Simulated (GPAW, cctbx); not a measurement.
# Sr2CuS2Br2: the scripts behind a bonding study

Short scripts, each with its output. The start was made by putting kin elements into a known structure type; the compound need not exist, or be stable, in this form.

**1. Relax the structure**

```text
cell
1.0
     0.000000000   -4.256000000    0.000000000
     4.256000000    0.000000000    0.000000000
    -2.128000000    2.128000000    9.217000000
Sr Br Cu S
2 2 1 2
Direct
0.601700000 0.601700000 0.203400000
0.398300000 0.398300000 0.796600000
0.855300000 0.855300000 0.710600000
0.144700000 0.144700000 0.289400000
0.000000000 0.000000000 0.000000000
0.000000000 0.500000000 0.000000000
0.500000000 0.000000000 0.000000000
```

```python
from ase.constraints import FixSymmetry
from ase.filters import FrechetCellFilter
from ase.io import read, write
from ase.optimize import BFGS
from ase.parallel import parprint
from gpaw import GPAW, PW, FermiDirac

atoms = read("start.vasp")
atoms.set_constraint(FixSymmetry(atoms))
atoms.calc = GPAW(mode=PW(570), xc="PBE", kpts={"size": (4, 4, 4), "gamma": True},
                 occupations=FermiDirac(0.05), maxiter=120, symmetry={"tolerance": 1e-5}, txt="relax.txt")
BFGS(FrechetCellFilter(atoms), maxstep=0.15).run(fmax=0.03, steps=40)
parprint("cell  %.4f %.4f %.4f  %.2f %.2f %.2f" % tuple(atoms.cell.cellpar()))
parprint("volume %.3f A^3, largest force %.3f eV/A, largest stress %.2f GPa" % (atoms.get_volume(), abs(atoms.get_forces()).max(), 160.218 * abs(atoms.get_stress()).max()))
atoms.set_constraint()
write("relaxed.vasp", atoms, direct=True)
```

```console
$ OMP_NUM_THREADS=1 mpirun -n 4 gpaw python run.py > gpaw.log
```

```text
gpts.py:43: UserWarning: Initial realspace grid (24,24,54) inconsistent with symmetries.
gpts.py:43: UserWarning: Initial realspace grid (24,24,54) inconsistent with symmetries.
gpts.py:43: UserWarning: Initial realspace grid (24,24,54) inconsistent with symmetries.
gpts.py:43: UserWarning: Initial realspace grid (24,24,54) inconsistent with symmetries.
gpts.py:70: UserWarning: Using symmetrized grid: (54,54,54).
gpts.py:70: UserWarning: Using symmetrized grid: (54,54,54).
gpts.py:70: UserWarning: Using symmetrized grid: (54,54,54).
gpts.py:70: UserWarning: Using symmetrized grid: (54,54,54).
            Step        Energy          fmax
BFGS:    0      -26.591577        2.653920
BFGS:    1      -26.976344        2.378286
gpts.py:43: UserWarning: Initial realspace grid (25,25,56) inconsistent with symmetries.
gpts.py:43: UserWarning: Initial realspace grid (25,25,56) inconsistent with symmetries.
gpts.py:43: UserWarning: Initial realspace grid (25,25,56) inconsistent with symmetries.
gpts.py:43: UserWarning: Initial realspace grid (25,25,56) inconsistent with symmetries.
gpts.py:70: UserWarning: Using symmetrized grid: (56,56,56).
gpts.py:70: UserWarning: Using symmetrized grid: (56,56,56).
gpts.py:70: UserWarning: Using symmetrized grid: (56,56,56).
gpts.py:70: UserWarning: Using symmetrized grid: (56,56,56).
BFGS:    2      -28.082509        1.416859
BFGS:    3      -28.660948        0.635889
gpts.py:43: UserWarning: Initial realspace grid (27,27,56) inconsistent with symmetries.
gpts.py:43: UserWarning: Initial realspace grid (27,27,56) inconsistent with symmetries.
gpts.py:43: UserWarning: Initial realspace grid (27,27,56) inconsistent with symmetries.
gpts.py:43: UserWarning: Initial realspace grid (27,27,56) inconsistent with symmetries.
BFGS:    4      -28.831676        0.317695
gpts.py:43: UserWarning: Initial realspace grid (27,27,60) inconsistent with symmetries.
gpts.py:43: UserWarning: Initial realspace grid (27,27,60) inconsistent with symmetries.
gpts.py:43: UserWarning: Initial realspace grid (27,27,60) inconsistent with symmetries.
gpts.py:43: UserWarning: Initial realspace grid (27,27,60) inconsistent with symmetries.
gpts.py:70: UserWarning: Using symmetrized grid: (60,60,60).
gpts.py:70: UserWarning: Using symmetrized grid: (60,60,60).
gpts.py:70: UserWarning: Using symmetrized grid: (60,60,60).
gpts.py:70: UserWarning: Using symmetrized grid: (60,60,60).
BFGS:    5      -28.846580        0.299595
BFGS:    6      -28.853930        0.288489
BFGS:    7      -28.864662        0.272043
BFGS:    8      -28.871001        0.216141
BFGS:    9      -28.873324        0.167470
BFGS:   10      -28.874572        0.142946
BFGS:   11      -28.877178        0.158799
BFGS:   12      -28.884842        0.188699
gpts.py:43: UserWarning: Initial realspace grid (25,25,54) inconsistent with symmetries.
gpts.py:43: UserWarning: Initial realspace grid (25,25,54) inconsistent with symmetries.
gpts.py:43: UserWarning: Initial realspace grid (25,25,54) inconsistent with symmetries.
gpts.py:43: UserWarning: Initial realspace grid (25,25,54) inconsistent with symmetries.
BFGS:   13      -28.904481        0.245706
BFGS:   14      -28.927001        0.336536
BFGS:   15      -28.951619        0.427257
BFGS:   16      -28.976789        0.513077
gpts.py:43: UserWarning: Initial realspace grid (25,25,50) inconsistent with symmetries.
gpts.py:43: UserWarning: Initial realspace grid (25,25,50) inconsistent with symmetries.
gpts.py:43: UserWarning: Initial realspace grid (25,25,50) inconsistent with symmetries.
gpts.py:43: UserWarning: Initial realspace grid (25,25,50) inconsistent with symmetries.
gpts.py:70: UserWarning: Using symmetrized grid: (50,50,50).
gpts.py:70: UserWarning: Using symmetrized grid: (50,50,50).
gpts.py:70: UserWarning: Using symmetrized grid: (50,50,50).
gpts.py:70: UserWarning: Using symmetrized grid: (50,50,50).
BFGS:   17      -29.001469        0.586978
BFGS:   18      -29.031843        0.613774
BFGS:   19      -29.088646        0.484514
gpts.py:43: UserWarning: Initial realspace grid (27,27,54) inconsistent with symmetries.
gpts.py:43: UserWarning: Initial realspace grid (27,27,54) inconsistent with symmetries.
gpts.py:43: UserWarning: Initial realspace grid (27,27,54) inconsistent with symmetries.
gpts.py:43: UserWarning: Initial realspace grid (27,27,54) inconsistent with symmetries.
BFGS:   20      -29.162568        0.111284
gpts.py:43: UserWarning: Initial realspace grid (27,27,50) inconsistent with symmetries.
gpts.py:43: UserWarning: Initial realspace grid (27,27,50) inconsistent with symmetries.
gpts.py:43: UserWarning: Initial realspace grid (27,27,50) inconsistent with symmetries.
gpts.py:43: UserWarning: Initial realspace grid (27,27,50) inconsistent with symmetries.
BFGS:   21      -29.166121        0.082468
BFGS:   22      -29.166888        0.075299
BFGS:   23      -29.168172        0.077105
BFGS:   24      -29.169644        0.065558
BFGS:   25      -29.171894        0.071115
BFGS:   26      -29.173395        0.043931
BFGS:   27      -29.173751        0.014513
cell  4.6391 4.6391 8.9894  104.95 104.95 90.00
volume 180.124 A^3, largest force 0.016 eV/A, largest stress 0.02 GPa
```

Time: 19 min on 4 cores of Arm Neoverse V2 (shared host), peak memory 2.4 GiB.

**2. Build the all-electron density and subtract free atoms**

```text
cell
1.0
     0.000000000   -4.639126850    0.000000000
     4.639126850    0.000000000    0.000000000
    -2.319563425    2.319563425    8.369486380
Sr Br Cu S
2 2 1 2
Direct
0.619436320 0.619436320 0.238872640
0.380563680 0.380563680 0.761127360
0.811825410 0.811825410 0.623650820
0.188174590 0.188174590 0.376349180
0.000000000 0.000000000 0.000000000
0.000000000 0.500000000 0.000000000
0.500000000 0.000000000 0.000000000
```

```python
import numpy as np
from ase.io import read
from ase.units import Bohr
from gpaw import GPAW, PW, FermiDirac
from gpaw.calculator import GPAW as OldGPAW
from gpaw.mpi import serial_comm, world
from scipy.special import erfc
from scipy.spatial import cKDTree

atoms = read("cell.vasp")
atoms.calc = GPAW(mode=PW(450), xc="PBE", kpts={"size": (4, 4, 4), "gamma": True},
                 occupations=FermiDirac(0.05), maxiter=120, symmetry={"tolerance": 1e-5}, txt="scf.txt")
atoms.get_potential_energy()
rho = atoms.calc.get_all_electron_density(gridrefinement=2)
moments = atoms.get_magnetic_moments() if atoms.calc.get_number_of_spins() == 2 else np.zeros(len(atoms))
total = atoms.get_magnetic_moment() if moments.any() else 0.0
if world.rank == 0:
    free = OldGPAW(mode=PW(450), xc="PBE", txt=None, communicator=serial_comm)
    neutral = atoms.copy()
    neutral.set_initial_magnetic_moments(None)
    free.initialize(neutral)
    free.set_positions(neutral)
    drho = rho - free.get_all_electron_density(gridrefinement=2)
    # GPAW starts from confined atoms: exchange their smooth part for that of the datasets' free atoms
    h = np.stack(np.meshgrid(*[np.fft.fftfreq(n, 1 / n) for n in drho.shape], indexing="ij"), -1)
    gabs = np.linalg.norm(h @ atoms.cell.reciprocal(), axis=-1)
    tails = np.fft.fftn(free.get_pseudo_density(gridrefinement=2))
    g, form, v0 = np.linspace(0, gabs.max(), 1500), {}, 0
    for e in set(atoms.symbols):
        idx = atoms.symbols.search(e)
        d = free.setups[idx[0]].data
        r, w = d.rgd.r_g * Bohr, d.rgd.r_g**2 * d.rgd.dr_g
        j0 = np.sinc(2 * g[:, None] * r)
        smooth = sum(f * p**2 for f, p in zip(d.f_j, d.phit_jg)) + np.sqrt(4 * np.pi) * d.nct_g
        full = sum(f * p**2 for f, p in zip(d.f_j, d.phi_jg)) + np.sqrt(4 * np.pi) * d.nc_g
        phase = sum(np.exp(-2j * np.pi * h @ s) for s in atoms.get_scaled_positions()[idx])
        tails -= np.interp(gabs, g, j0 @ (smooth * w)) * phase * drho.size / atoms.get_volume()
        form[e] = j0 @ (full * w)
        v0 += 2 * np.pi / 3 * 14.3996 * (full * w * r**2).sum() * len(idx)  # V A^3
    tails *= 0.5 * erfc((gabs - 1.8) / 0.25)  # the tails differ at long wavelengths alone
    drho += np.fft.ifftn(tails).real  # crystal minus superposed spherical free atoms
    np.save("drho.npy", drho)
    dv = atoms.get_volume() / drho.size
    print("grid", drho.shape, " electrons %.3f" % (rho.sum() * dv), " moved by bonding %.3f e" % (abs(drho).sum() * dv / 2))
    pts = np.indices(drho.shape).reshape(3, -1).T / drho.shape @ atoms.cell
    shifts = (np.indices((3, 3, 3)).reshape(3, -1).T - 1) @ atoms.cell
    images = (atoms.positions[None] + shifts[:, None]).reshape(-1, 3)
    dist, idx = cKDTree(images).query(pts, k=4)
    out = drho.ravel()[dist[:, 0] > 0.5]
    print("deformation density beyond 0.5 A of the nuclei: max %.3f, min %.3f e/A^3" % (out.max(), out.min()))
    tie = dist < dist[:, :1] + 1e-4
    q = -np.bincount((idx % len(atoms))[tie], (drho.ravel()[:, None] / tie.sum(1, keepdims=True) * tie)[tie], len(atoms)) * dv
    print("atom        x       y       z   Voronoi charge  moment")
    for a, s, c, m in zip(atoms, atoms.get_scaled_positions(), q, moments):
        print("%-2s%-3d %7.4f %7.4f %7.4f %10.3f %10.2f" % (a.symbol, a.index + 1, *s, c, m))
    np.savez("free.npz", g=g, **form)
    print("mean inner potential of superposed free atoms %.3f V" % (v0 / atoms.get_volume()))
    print("total magnetic moment %.3f muB" % total)
```

```console
$ OMP_NUM_THREADS=1 mpirun -n 4 gpaw python run.py > gpaw.log
```

```text
gpts.py:43: UserWarning: Initial realspace grid (24,24,45) inconsistent with symmetries.
gpts.py:43: UserWarning: Initial realspace grid (24,24,45) inconsistent with symmetries.
gpts.py:43: UserWarning: Initial realspace grid (24,24,45) inconsistent with symmetries.
gpts.py:43: UserWarning: Initial realspace grid (24,24,45) inconsistent with symmetries.
gpts.py:70: UserWarning: Using symmetrized grid: (45,45,45).
gpts.py:70: UserWarning: Using symmetrized grid: (45,45,45).
gpts.py:70: UserWarning: Using symmetrized grid: (45,45,45).
gpts.py:70: UserWarning: Using symmetrized grid: (45,45,45).
grid (90, 90, 90)  electrons 207.000  moved by bonding 1.431 e
deformation density beyond 0.5 A of the nuclei: max 0.079, min -0.463 e/A^3
atom        x       y       z   Voronoi charge  moment
Sr1    0.6194  0.6194  0.2389      0.260       0.00
Sr2    0.3806  0.3806  0.7611      0.260       0.00
Br3    0.8118  0.8118  0.6237     -0.100       0.00
Br4    0.1882  0.1882  0.3763     -0.100       0.00
Cu5    0.0000  0.0000  0.0000      0.304       0.00
S 6    0.0000  0.5000  0.0000     -0.312       0.00
S 7    0.5000  0.0000  0.0000     -0.312       0.00
mean inner potential of superposed free atoms 14.532 V
total magnetic moment 0.000 muB
```

Time: 33 s.

**3. Fourier-transform the difference**

```python
from cctbx import adptbx, crystal, miller, xray
from cctbx.eltbx import tiny_pse
import numpy as np

cs = crystal.symmetry(unit_cell=(4.6391, 4.6391, 16.739, 90, 90, 90), space_group_symbol='Hall: -I 4 2')  # I4/mmm
atoms = [  # label, site, U (iso, or U11 U22 U33 U12 U13 U23 in A^2), occupancy
    ("Sr1", (0.5, 0.5, 0.11944), 0.0000, 1),
    ("Br1", (0.5, 0.5, 0.31183), 0.0000, 1),
    ("Cu1", (0, 0, 0), 0.0000, 1),
    ("S1", (0.5, 0, 0), 0.0000, 1),
]
xs = xray.structure(crystal_symmetry=cs)
for label, site, u, occ in atoms:
    u = adptbx.u_cif_as_u_star(cs.unit_cell(), u) if isinstance(u, tuple) else u
    xs.add_scatterer(xray.scatterer(label, site=site, u=u, occupancy=occ))
xs.scattering_type_registry(table="wk1995")
drho = np.load("drho.npy")
T = np.array([[0, 1, 0], [-1, 0, 0], [1, 1, 2]])  # conventional axes in terms of the primitive ones
dF = np.fft.ifftn(drho) * 360.24777  # electrons a conventional cell, indexed by primitive hkl
ms = miller.build_set(cs, anomalous_flag=False, d_min=0.9).sort("resolution")
iam = ms.structure_factors_from_scatterers(xs, algorithm="direct").f_calc()
p1 = xs.expand_to_p1()
z = np.array([tiny_pse.table(sc.scattering_type).atomic_number() for sc in p1.scatterers()])
x = np.array(p1.sites_frac())
free = np.load("free.npz")
print("static structure factors of the conventional cell: F in electrons, V (Mott-Bethe) in volts")
print("   h  k  l      d  |F| table  |F| free   |F| DFT   change   |V| free  |V| DFT  change %")
for h, d, table in list(zip(ms.indices(), ms.d_spacings().data(), iam.data()))[:16]:
    df = dF[tuple(np.rint(np.linalg.solve(T, h)).astype(int))]
    phase = np.exp(2j * np.pi * x @ h)
    f = sum(np.interp(1 / d, free["g"], free[sc.scattering_type]) * p for sc, p in zip(p1.scatterers(), phase))
    fz = (z * phase).sum()
    c = 14.3996 * d * d / (np.pi * cs.unit_cell().volume())
    v0, v1 = abs(fz - f) * c, abs(fz - f - df) * c
    print("%4d%3d%3d %7.4f %9.3f %9.3f %9.3f %8.3f %9.3f %8.3f %8s" % (h + (d, abs(table), abs(f), abs(f + df), abs(f + df) - abs(f), v0, v1, "%.1f" % (100 * (v1 / v0 - 1)) if v0 > 0.02 else "-")))
```

```console
$ python run.py
```

```text
static structure factors of the conventional cell: F in electrons, V (Mott-Bethe) in volts
   h  k  l      d  |F| table  |F| free   |F| DFT   change   |V| free  |V| DFT  change %
   0  0  2  8.3695    30.755    30.748    31.115    0.366     1.817    1.490    -18.0
   1  0  1  4.4706     2.625     2.320     2.058   -0.262     0.625    0.558    -10.7
   0  0  4  4.1848    23.562    23.906    23.214   -0.693     0.502    0.657     30.7
   1  0  3  3.5672    21.096    21.004    20.171   -0.833     0.645    0.780     20.9
   1  1  0  3.2803   248.652   248.546   248.209   -0.337     5.128    5.174      0.9
   1  1  2  3.0541    74.013    74.334    75.737    1.403     2.478    2.311     -6.7
   0  0  6  2.7898   148.734   148.610   148.619    0.010     3.785    3.785     -0.0
   1  0  5  2.7147   254.863   254.643   254.588   -0.055     5.469    5.474      0.1
   1  1  4  2.5817   115.606   115.912   116.632    0.720     3.244    3.183     -1.9
   2  0  0  2.3196   314.344   314.110   314.174    0.063     6.838    6.834     -0.1
   2  0  2  2.2353    19.269    18.977    18.802   -0.175     0.878    0.889      1.3
   1  0  7  2.1255    57.214    57.536    57.829    0.294     1.155    1.138     -1.5
   1  1  6  2.1252    52.112    51.745    51.686   -0.058     0.407    0.411      0.8
   0  0  8  2.0924    89.497    89.151    88.691   -0.459     2.174    2.200      1.2
   2  1  1  2.0589     0.797     0.515     0.365   -0.150     0.035    0.027    -23.0
   2  0  4  2.0287    25.603    25.810    26.157    0.347     0.018    0.000        -
```

Time: 0.27 s on 1 core of Arm Neoverse V2 (shared host), peak memory 0.1 GiB.

[Outputs are excerpts: Python notices, other lines and further rows are left out; steps that failed or that the build refused (PBEsol, TPSS) are not shown.]

[Logs are printed without paths, hosts, clocks, repeated set-up lines and the standing remarks that a program may print on its own settings, such as how far it seeks lower states.]
